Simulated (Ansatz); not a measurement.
PtS2 (1T monolayer), computed twice by G0W0.

The cell holds 3 atoms: 1 Pt and 2 S. Its edges and angles: a = 3.538 Å, b = 3.538 Å, c = 28.100 Å, α = 90.0°, β = 90.0°, γ = 120.0°. Vacuum lies along c.

```xyz
3
Lattice="3.5380 0.0000 0.0000 -1.7690 3.0640 0.0000 0.0000 0.0000 28.1000" Properties=species:S:1:pos:R:3
Pt    0.0000    0.0000   14.0500
S     0.0000    2.0427   15.2649
S     1.7690    1.0213   12.8351
```

The structure was relaxed with PBEsol. The runs that relaxed it are not among those shown. Spin-orbit coupling is left out unless a run names it.

The first (Ansatz 0.2.0; start PBEsol, 6×6×1 mesh, 274 empty bands, screening to 54 eV, PAW set soft_1 files; 8 threads of INTEL XEON PLATINUM 8581C at 2.10GHz (Emerald Rapids), shared host) gave, on its mesh: starting gap 2.06 eV, G0W0 gap 3.11 eV, mean of 1 + 4πα/V (set by the cell height) 2.73, 16 s.

The second gave: starting gap 2.06 eV, G0W0 gap 3.19 eV, mean of 1 + 4πα/V (set by the cell height) 2.66, 4.1 min.

Q: What was changed in the input? Choose among start, files, mesh, bands and cutoff, frequency model or another key.

Changed: empty bands from 274 to 1084 and screening cutoff (eV) from 54.0 to 135.0. The starting gap stayed, which rules out the functional and points to the GW step. Other changes could give like numbers; this is the one that was made.

Limits: not at the basis limit; coarse mesh for a sheet; no spin polarisation; d states lean on the start; no spin-orbit coupling.

[Paths, hosts, dates, memory and timing lines, banners, echoed tables and standing remarks are left out of the program output.]

[Logs are printed without paths, hosts, clocks, repeated set-up lines and the standing remarks that a program may print on its own settings, such as how far it seeks lower states.]

[Runs of the session that timed out or met a known fault of the program may be left out.]

[Cells called generated may have been cut or substituted from an entry of the Crystallography Open Database or the Materials Project.]

[Hosts, paths, dates, database ids (printed as entryN), source tags and the programs' standing remarks are cut or masked in the printed files.]
